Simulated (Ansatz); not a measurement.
# CuBiSeO (P4/nmm): the r2SCAN gap against the k mesh of the density

Wanted: the cheapest k mesh of the density that holds the r2SCAN gap of CuBiSeO (P4/nmm).

Method: DFT, r2SCAN, plane waves, PAW; PAW set soft_1, in Ansatz 0.2.0.

## (1) Set-up

Symmetry: P4/nmm, No. 129, tetragonal system. Conventional cell: a = 3.922 Å, b = 3.922 Å, c = 8.913 Å, α = 90.00°, β = 90.00°, γ = 90.00°. Nearest to Cu lie 4 Se at 2.50 Å and 4 Cu at 2.77 Å. Nearest to Bi lie 4 O at 2.32 Å and 4 Se at 3.24 Å. Nearest to Se lie 4 Cu at 2.50 Å and 4 Bi at 3.24 Å. O has 4 Bi at 2.32 Å nearest. Farther neighbours and most contacts between anions are not listed.

Geometry: measured lattice cell, ions relaxed with r2SCAN; the structure entry is the Materials Project's. The runs that relaxed it are not among those shown. Spin-orbit coupling is left out unless a step names it.

## (2) k mesh of the density: 2×2×2

input.yaml

```yaml
crystal:
  lattice:
    - [3.9221, 0.0, 0.0]
    - [0.0, 3.9221, 0.0]
    - [0.0, 0.0, 8.9133]
  atoms:
    - { symbol: Cu, position: [0.0, 0.0, 0.5] }
    - { symbol: Cu, position: [0.5, 0.5, 0.5] }
    - { symbol: Bi, position: [0.0, 0.5, 0.8600640231] }
    - { symbol: Bi, position: [0.5, 0.0, 0.1399359769] }
    - { symbol: Se, position: [0.5, 0.0, 0.6731283809] }
    - { symbol: Se, position: [0.0, 0.5, 0.3268716191] }
    - { symbol: O, position: [0.5, 0.5, 0.0] }
    - { symbol: O, position: [0.0, 0.0, 0.0] }
kpoints:
  mp_grid: { grid: [2, 2, 2] }
  band_path:
    path:
      - [0.0, 0.0, 0.0]
      - [0.0, 0.5, 0.0]
      - [0.5, 0.5, 0.0]
      - [0.0, 0.0, 0.5]
      - [0.0, 0.5, 0.5]
      - [0.5, 0.5, 0.5]
      - [0.1666666667, 0.1666666667, 0.0]
    npoints: 1
hamiltonian:
  xc: r2scan
  pseudopotentials: { kind: paw, azcp: { folder: soft_1 } }
scf:
  occupations: { method: fixed }
  n_extra_bands: 6
output:
  eigenvalues: true
  forces: true
  stress: true
```

The run is started by

```
> ansatz run input.yaml --threads 3 --pin off --max-ram 92160MiB --backend cuda --events-out ev --progress --plain --runs-dir out --devices 1 --max-vram 13GiB
```

Numbers of over 12 decimals in the logs are rounded to 6 here.

Log:

```text
scf.n_extra_bands = 6 over 56 filled bands (N_el = 112.0): the run solves 62 bands
GPUs: using 1 of 1 available (devices: 1).
Engine: ansatz 0.2.0, x86_64-unknown-linux-gnu
Pseudopotentials: kind: paw
Pseudopotential: Cu, paw, valence charge 19, recommended cutoff 500 eV (meta_gga), soft_1/Cu.paw.azcp
Pseudopotential: Bi, paw, valence charge 15, recommended cutoff 500 eV (meta_gga), soft_1/Bi.paw.azcp
Pseudopotential: Se, paw, valence charge 16, recommended cutoff 500 eV (meta_gga), soft_1/Se.paw.azcp
Pseudopotential: O, paw, valence charge 6, recommended cutoff 500 eV (meta_gga), soft_1/O.paw.azcp
Functional definition: r2SCAN
  parameter k0 = 0.174
  parameter k1 = 0.065
  parameter a1 = 4.9479
  exchange = r2scan_x(k0 = k0, k1 = k1, a1 = a1)
  correlation = r2scan_c
device memory: the entry about to start is reckoned to put 4.0 GiB on a device that reports 61.2 GiB free (of which the cap on the GPU budget leaves the run 13.0 GiB)
GPU FFT provider: cuFFT
GPU libraries: cuBLAS 13.8.2, cuFFT 12.4.0, cuSOLVER 12.3.4
Crystal: 8 atoms, lattice volume = 137.112 Å³
Basis set: ecut = 500 eV, 3465 PW (Γ), exchange–correlation on 120×120×288 points (64 copies of the dense FFT grid, shifted against one another)
Bands: 62, of which v1, the nominal top of the filled ones, is band 56 counted from 1 (55 counted from 0)
Symmetry: 16 space group operations
Space group: P4/nmm (ITA 129), of the structure as read, at distance tolerance 5.2e-5 Å
k-points: 6 of 8
Non-local potential: Cu, projectors of the file, l = 0: 3, l = 1: 2, l = 2: 3, l = 3: 1
Non-local potential: Bi, projectors of the file, l = 0: 2, l = 1: 2, l = 2: 2, l = 3: 1
Non-local potential: Se, projectors of the file, l = 0: 2, l = 1: 2, l = 2: 3, l = 3: 1
Non-local potential: O, projectors of the file, l = 0: 2, l = 1: 2, l = 2: 1
PAW form: soft (Blöchl's): semilocal exchange-correlation on the pseudo side does not see the compensation charge
PAW frozen core: Cu, regenerated for the run's functional (the file was generated under x = pbe(κ = 0.804, μ = 0.219515), c = pbe(β = 0.066725))
PAW frozen core: Bi, regenerated for the run's functional (the file was generated under x = pbe(κ = 0.804, μ = 0.219515), c = pbe(β = 0.066725))
PAW frozen core: Se, regenerated for the run's functional (the file was generated under x = pbe(κ = 0.804, μ = 0.219515), c = pbe(β = 0.066725))
PAW frozen core: O, regenerated for the run's functional (the file was generated under x = pbe(κ = 0.804, μ = 0.219515), c = pbe(β = 0.066725))
PAW one-centre angular grid: Cu, 590 points (default); XC on 160 Gauss nodes
PAW one-centre angular grid: Bi, 590 points (default); XC on 160 Gauss nodes
PAW one-centre angular grid: Se, 590 points (default); XC on 160 Gauss nodes
PAW one-centre angular grid: O, 302 points (default); XC on 160 Gauss nodes
Initial density: superposition of atomic densities (chi_scale 0.1, normalization cell, long waves 63 % of neutral atoms (reshape's long-wave potential 1.63 eV rms, cloud 2.68 Å wide))
Initial wavefunctions: pseudopotential atomic-orbital guess
GPU buffer pool allocated for 64800 grid points (all kernels)
GPU transforms: local potential and band sums: pruned to the plane-wave sphere, on 30×30×72
Functional: x = r2scan, c = r2scan; τ floored in thin density (d = 2e-4 eV/Å³)
SCF iter   1: F=—  HF=-50189.477309 eV  |F-HF|=—  |Δ(HF+E_count)|=         —  Δρ=9.94e-2  dr2=4.70e1  dr2_τ=9.55e-2  ethr=3.10e-3  ⟨swp⟩=4.8  Hψ=1158  notcnv=0  defer=19
preconditioner: auto → Resta (q_TF=auto, 2.638 Å⁻¹)  ε∞=5.0  [insulator: Δε(μ)=0.155 eV  Ē_g=13.815 eV  n_scr=38 (ndim 8)  ℏωp=27.6 eV  f_vac=0.000  ε∞_Penn≈5.0]
SCF iter   2: F=—  HF=-50183.321407 eV  |F-HF|=—  |Δ(HF+E_count)|=    6.16e0  Δρ=7.18e-2  dr2=5.69e0  dr2_τ=4.36e-1  ethr=3.10e-3  ⟨swp⟩=3.0  Hψ=854  notcnv=0  defer=20
SCF iter   3: F=—  HF=-50182.600720 eV  |F-HF|=—  |Δ(HF+E_count)|=   7.21e-1  Δρ=3.32e-2  dr2=3.04e0  dr2_τ=5.46e-2  ethr=3.10e-3  ⟨swp⟩=2.0  Hψ=807  notcnv=0  defer=15
SCF iter   4: F=—  HF=-50182.289133 eV  |F-HF|=—  |Δ(HF+E_count)|=   3.12e-1  Δρ=2.72e-2  dr2=5.76e-1  dr2_τ=2.69e-2  ethr=2.71e-3  ⟨swp⟩=2.0  Hψ=523  notcnv=0  defer=24
SCF iter   5: F=—  HF=-50182.278873 eV  |F-HF|=—  |Δ(HF+E_count)|=   1.03e-2  Δρ=8.31e-3  dr2=7.35e-2  dr2_τ=2.67e-3  ethr=5.15e-4  ⟨swp⟩=2.0  Hψ=543  notcnv=0  defer=24
SCF iter   6: F=—  HF=-50182.286211 eV  |F-HF|=—  |Δ(HF+E_count)|=   7.34e-3  Δρ=2.10e-3  dr2=3.61e-3  dr2_τ=3.03e-4  ethr=6.56e-5  ⟨swp⟩=2.5  Hψ=533  notcnv=0  defer=24
SCF iter   7: F=—  HF=-50182.288092 eV  |F-HF|=—  |Δ(HF+E_count)|=   1.88e-3  Δρ=1.18e-3  dr2=1.15e-3  dr2_τ=2.82e-5  ethr=3.23e-6  ⟨swp⟩=2.0  Hψ=456  notcnv=0  defer=24
SCF iter   8: F=—  HF=-50182.288940 eV  |F-HF|=—  |Δ(HF+E_count)|=   8.48e-4  Δρ=2.95e-4  dr2=1.09e-4  dr2_τ=5.24e-6  ethr=1.02e-6  ⟨swp⟩=2.0  Hψ=661  notcnv=0  defer=24
SCF iter   9: F=—  HF=-50182.288530 eV  |F-HF|=—  |Δ(HF+E_count)|=   4.11e-4  Δρ=1.54e-4  dr2=2.22e-5  dr2_τ=6.77e-7  ethr=9.74e-8  ⟨swp⟩=2.0  Hψ=623  notcnv=0  defer=11
SCF iter  10: F=—  HF=-50182.289039 eV  |F-HF|=—  |Δ(HF+E_count)|=   5.09e-4  Δρ=2.79e-5  dr2=1.12e-6  dr2_τ=3.87e-8  ethr=1.98e-8  ⟨swp⟩=2.0  Hψ=469  notcnv=0  defer=11
SCF iter  11: F=—  HF=-50182.289039 eV  |F-HF|=—  |Δ(HF+E_count)|=   5.22e-7  Δρ=1.20e-5  dr2=1.51e-7  dr2_τ=6.41e-9  ethr=1.00e-9  ⟨swp⟩=2.0  Hψ=677  notcnv=0  defer=11
SCF iter  12: F=—  HF=-50182.289040 eV  |F-HF|=—  |Δ(HF+E_count)|=   3.36e-8  Δρ=1.21e-5  dr2=1.73e-7  dr2_τ=1.10e-8  ethr=8.93e-11  ⟨swp⟩=11.2  Hψ=2022  notcnv=0
SCF iter  13: F=-50182.289039 eV  HF=-50182.289039 eV  |F-HF|=1.64e-9  |Δ(HF+E_count)|=   3.47e-8  Δρ=1.76e-6  dr2=5.13e-9  dr2_τ=6.80e-11  ethr=8.93e-11  ⟨swp⟩=2.8  Hψ=1270  notcnv=0
SCF 1 converged in 13 iterations: F = -50182.289039 eV  dr2 = 5.13e-9
[...]
device memory: the entry about to start is reckoned to put 2.3 GiB on a device that reports 57.7 GiB free (of which the cap on the GPU budget leaves the run 13.0 GiB)
NSCF: frozen V_eff on 7 k-points
SCF converged after 13 iterations
Free energy (F): -50182.289039 eV
Harris-Foulkes:  -50182.289039 eV  (|F-HF|=1.64e-9)
Internal energy: -50182.289039 eV  (E = F + TS)
E sigma→0 (E₀):  -50182.289039 eV
Fermi energy:    12.211949 eV
--- Per-component energies (eV) ---
  E_band       = -1730.560538
  E_kinetic    = 1584.783044
  E_local      = -20711.860050  (includes V_loc(G=0)·N_el)
  E_nonlocal   = 2031.820389
  E_hartree    = 9430.635667
  E_xc         = -713.647207
  E_vxc        = -866.215558  (∫ρ·V_xc dr)
  E_paw        = -29659.804984  (= ΣΔE_a)
  E_vpaw       = -2681.880317  (= ΣTr[D̂ρ^β])
  E_aug_tail   = 0.001685  (compensation charges beyond the density's cutoff)
  E_vtau       = 51.526106  (kinetic-family band-sum trace: ∫τ·v_τ [+ j·A + Jᵃ·Aᵃ] dr)
  E_ewald      = -12141.772690
  E_core_change = -2.444892  (= ΣΔE_core)
  E_smearing   = -0.000000  (= −TS)
  E_closure    = -0.000000  (closes the sum)
  Σ components = -50182.289039   (vs F -50182.289039, Δ=0.00e0)
--- Forces (eV/Å), atoms counted from 1 ---
  atom   1  Cu    -0.00000000    -0.00000000    -0.00000000
  atom   2  Cu    -0.00000000    -0.00000000     0.00000000
  atom   3  Bi     0.00000000     0.00000000     0.00943225
  atom   4  Bi     0.00000000     0.00000000    -0.00943225
  atom   5  Se     0.00000000     0.00000000     0.40554713
  atom   6  Se     0.00000000    -0.00000000    -0.40554713
  atom   7  O     -0.00000000     0.00000000     0.00000000
  atom   8  O     -0.00000000     0.00000000     0.00000000
  max |Σ_I F_I| component: 1.11e-16 eV/Å
--- Stress (GPa, compression-positive) ---
        2.027582       0.000000       0.000000
        0.000000       2.027582       0.000000
        0.000000       0.000000       0.799436
  P = ⅓ Tr σ = 1.6182 GPa (16.182 kbar)
--- Band table (eV; the first three rows and the last of 6) ---
  k-point 0: bands = [... 52 lower, 11.0243, 11.4779, 11.8738, 11.8738, 12.7829, 13.4529, 15.7374, 15.7374, ... 2 higher]
  k-point 1: bands = [... 52 lower, 11.0243, 11.5140, 12.2119, 12.2119, 12.7694, 12.8784, 14.9319, 14.9319, ... 2 higher]
  k-point 2: bands = [... 52 lower, 11.6065, 11.6065, 12.0021, 12.0021, 14.4863, 14.4863, 15.4690, 15.4690, ... 2 higher]
  k-point 5: bands = [... 52 lower, 10.4529, 10.4529, 11.2042, 11.2042, 14.1776, 14.1776, 15.0413, 15.0413, ... 2 higher]
```

It took 15 s on 1 × NVIDIA H100 80GB HBM3 (shared by 6 runs) with 3 threads of AMD EPYC 7R13 (Zen 3), shared host; peak memory 1.1 GiB.

In the SCF lines HF is the Harris–Foulkes energy and dr2 the Hartree energy of the density residual, in eV; the loop may stop once dr2 is under the threshold and the program's other checks hold. Hψ counts applications of the Hamiltonian.

Numbers from this step:

```yaml
pressure: 1.618 GPa
gap: 0.4805 eV
valence_top_at: k = (0.167, 0.167, 0.000)
conduction_bottom_at: Z
least_direct_gap: 0.5574 eV
```

The gap is indirect, with the least direct gap 0.08 eV higher.

## (3) k mesh of the density: 4×4×2

Changes to input.yaml since step 2:

```diff
@@ -15,3 +15,3 @@
 kpoints:
-  mp_grid: { grid: [2, 2, 2] }
+  mp_grid: { grid: [4, 4, 2] }
   band_path:
```

Log:

```text
[...]
GPUs: using 1 of 1 available (devices: 1).
[...]
GPU FFT provider: cuFFT
GPU libraries: cuBLAS 13.8.2, cuFFT 12.4.0, cuSOLVER 12.3.4
Crystal: 8 atoms, lattice volume = 137.112 Å³
Basis set: ecut = 500 eV, 3465 PW (Γ), exchange–correlation on 120×120×288 points (64 copies of the dense FFT grid, shifted against one another)
[...]
k-point 0: bands = [... 52 lower, 11.0542, 11.4379, 11.8481, 11.8481, 12.8094, 13.4583, 15.7413, 15.7413, ... 2 higher]
  k-point 1: bands = [... 52 lower, 11.0542, 11.4432, 12.1668, 12.1668, 12.7858, 12.9063, 14.9596, 14.9596, ... 2 higher]
  k-point 2: bands = [... 52 lower, 11.3721, 11.5982, 11.8530, 12.0165, 14.0265, 14.4486, 14.5919, 15.3284, ... 2 higher]
  k-point 11: bands = [... 52 lower, 10.4787, 10.4787, 11.2169, 11.2169, 14.1837, 14.1837, 15.0523, 15.0523, ... 2 higher]
[key lines of the parts left out:]
SCF converged after 13 iterations
Free energy (F): -50183.140519 eV
Fermi energy:    12.197885 eV
P = ⅓ Tr σ = 0.7396 GPa (7.396 kbar)
```

Run time: 12 s. Hardware: 1 × NVIDIA H100 80GB HBM3 (shared by 6 runs) with 3 threads; peak memory 1.1 GiB.

Numbers from this step:

| Property | Result |
| --- | --- |
| pressure | 0.7396 GPa |
| gap | 0.5348 eV |
| valence top at | k = (0.167, 0.167, 0.000) |
| conduction bottom at | Z |
| least direct gap | 0.6190 eV |

The gap is 0.535 eV, +0.054 eV from the run before at this level.

## (4) k mesh of the density: 6×6×4 (the default)

input.yaml, the sections that differ from step 3:

```yaml
kpoints:
  mp_grid: { grid: [6, 6, 4] }
  band_path:
    path:
      - [[0.0, 0.0, 0.0], [0.0, 0.5, 0.0], [0.5, 0.5, 0.0], [0.0, 0.0, 0.0], [0.0, 0.0, 0.5], [0.0, 0.5, 0.5], [0.5, 0.5, 0.5], [0.0, 0.0, 0.5]]
      - [[0.0, 0.5, 0.0], [0.0, 0.5, 0.5]]
      - [[0.5, 0.5, 0.0], [0.5, 0.5, 0.5]]
    npoints: 10
scf:
  occupations: { method: fermi_dirac, width: 0.02 }
  n_extra_bands: 6
output:
  eigenvalues: true
  forces: true
  stress: true
  write_density: true
  write_potential: true
  elf: true
  volumetric_format: npy
# crystal, hamiltonian: as in step 3
```

Log:

```text
[...]
GPUs: using 1 of 1 available (devices: 1).
[...]
GPU FFT provider: cuFFT
GPU libraries: cuBLAS 13.8.2, cuFFT 12.4.0, cuSOLVER 12.3.4
Crystal: 8 atoms, lattice volume = 137.112 Å³
Basis set: ecut = 500 eV, 3465 PW (Γ), exchange–correlation on 120×120×288 points (64 copies of the dense FFT grid, shifted against one another)
[...]
k-point 0: bands = [... 52 lower, 11.0489, 11.4296, 11.8400, 11.8400, 12.8176, 13.4629, 15.7451, 15.7451, ... 2 higher]
  k-point 1: bands = [... 52 lower, 11.0489, 11.4074, 11.9963, 11.9963, 12.8556, 13.1402, 15.2878, 15.2878, ... 2 higher]
  k-point 2: bands = [... 52 lower, 11.0489, 11.4311, 12.1558, 12.1558, 12.7930, 12.9131, 14.9659, 14.9659, ... 2 higher]
  k-point 29: bands = [... 52 lower, 10.4728, 10.4728, 11.2103, 11.2103, 14.1874, 14.1874, 15.0541, 15.0541, ... 2 higher]
[key lines of the parts left out:]
SCF converged after 13 iterations
Free energy (F): -50183.187139 eV
Fermi energy:    12.529160 eV
P = ⅓ Tr σ = 0.7640 GPa (7.640 kbar)
```

Run time: 11 s. Hardware: 1 × NVIDIA H100 80GB HBM3 (shared by 6 runs) with 3 threads; peak memory 1.3 GiB; 12 s of CPU time.

This step gave:

```yaml
pressure: 0.7640 GPa
gap: 0.5509 eV
valence_top_at: k = (0.167, 0.167, 0.000)
conduction_bottom_at: Z
least_direct_gap: 0.6372 eV
```

The gap is 0.551 eV, +0.016 eV from the run before at this level.

## (5) k mesh of the density: 8×8×4

input.yaml, the sections that differ from step 4:

```yaml
kpoints:
  mp_grid: { grid: [8, 8, 4] }
  band_path:
    path:
      - [0.0, 0.0, 0.0]
      - [0.0, 0.5, 0.0]
      - [0.5, 0.5, 0.0]
      - [0.0, 0.0, 0.5]
      - [0.0, 0.5, 0.5]
      - [0.5, 0.5, 0.5]
      - [0.1666666667, 0.1666666667, 0.0]
    npoints: 1
scf:
  occupations: { method: fixed }
  n_extra_bands: 6
output:
  eigenvalues: true
  forces: true
  stress: true
# crystal, hamiltonian: as in step 4
```

Log:

```text
[...]
GPUs: using 1 of 1 available (devices: 1).
[...]
GPU FFT provider: cuFFT
GPU libraries: cuBLAS 13.8.2, cuFFT 12.4.0, cuSOLVER 12.3.4
Crystal: 8 atoms, lattice volume = 137.112 Å³
Basis set: ecut = 500 eV, 3465 PW (Γ), exchange–correlation on 120×120×288 points (64 copies of the dense FFT grid, shifted against one another)
[...]
k-point 0: bands = [... 52 lower, 11.0466, 11.4276, 11.8380, 11.8380, 12.8190, 13.4636, 15.7457, 15.7457, ... 2 higher]
  k-point 1: bands = [... 52 lower, 11.0466, 11.4053, 11.9940, 11.9940, 12.8567, 13.1410, 15.2886, 15.2886, ... 2 higher]
  k-point 2: bands = [... 52 lower, 11.0466, 11.4287, 12.1533, 12.1533, 12.7942, 12.9141, 14.9670, 14.9670, ... 2 higher]
  k-point 44: bands = [... 52 lower, 10.4704, 10.4704, 11.2079, 11.2079, 14.1880, 14.1880, 15.0542, 15.0542, ... 2 higher]
[key lines of the parts left out:]
SCF converged after 13 iterations
Free energy (F): -50183.192880 eV
Fermi energy:    12.205654 eV
P = ⅓ Tr σ = 0.7690 GPa (7.690 kbar)
```

Run time: 15 s. Hardware: 1 × NVIDIA H100 80GB HBM3 (shared by 6 runs) with 3 threads; peak memory 1.1 GiB; 10 s of CPU time.

Numbers from this step:

| Quantity | Value |
| --- | --- |
| pressure | 0.7690 GPa |
| gap | 0.5543 eV |
| valence top at | k = (0.167, 0.167, 0.000) |
| conduction bottom at | Z |
| least direct gap | 0.6409 eV |

The gap is 0.554 eV, +0.003 eV from the run before at this level.

## (6) The series

Differences are against the last row; a negative gap means that bands overlap, and a run with a band path holds that path's time. Times are wall times on 1 × NVIDIA H100 80GB HBM3 (shared by 6 runs) with 3 threads of AMD EPYC 7R13 (Zen 3), shared host, good to a factor of about two.

```
k mesh of the density  gap (eV)  direct gap (eV)  gap error (eV)  energy error (meV/atom)  irreducible k  time
                2×2×2     0.480            0.557          −0.074                   +113.0              6  15 s
                4×4×2     0.535            0.619          −0.019                     +6.5             12  12 s
                6×6×4     0.551            0.637          −0.003                     +0.7             30  11 s
                8×8×4     0.554            0.641          +0.000                     +0.0             45  15 s
```

## (7) Results

| Item | Value |
| --- | --- |
| 2×2×2 | 0.480 eV |
| 4×4×2 | 0.535 eV |
| 6×6×4 | 0.551 eV |
| 8×8×4 | 0.554 eV |

What this shows: The gap holds to 0.02 eV from 4×4×2 on. At 2×2×2 the gap is off by −0.074 eV and the energy by +113 meV/atom. The gap is read over the mesh and added points near the edges, so meshes differ mainly through the density and, for a hybrid, the exchange operator. The runs have no spin polarisation. For a closed low-spin shell that is the natural state; where a d or f shell is open it is a constraint, and the gap is then not the crystal's own.

[Paths, hosts, dates, memory and timing lines, banners, echoed tables and standing remarks are left out of the program output.]

[Logs are printed without paths, hosts, clocks, repeated set-up lines and the standing remarks that a program may print on its own settings, such as how far it seeks lower states.]

[Runs of the session that timed out or met a known fault of the program may be left out.]

[Cells called generated may have been cut or substituted from an entry of the Crystallography Open Database or the Materials Project.]

[Hosts, paths, dates, database ids (printed as entryN), source tags and the programs' standing remarks are cut or masked in the printed files.]
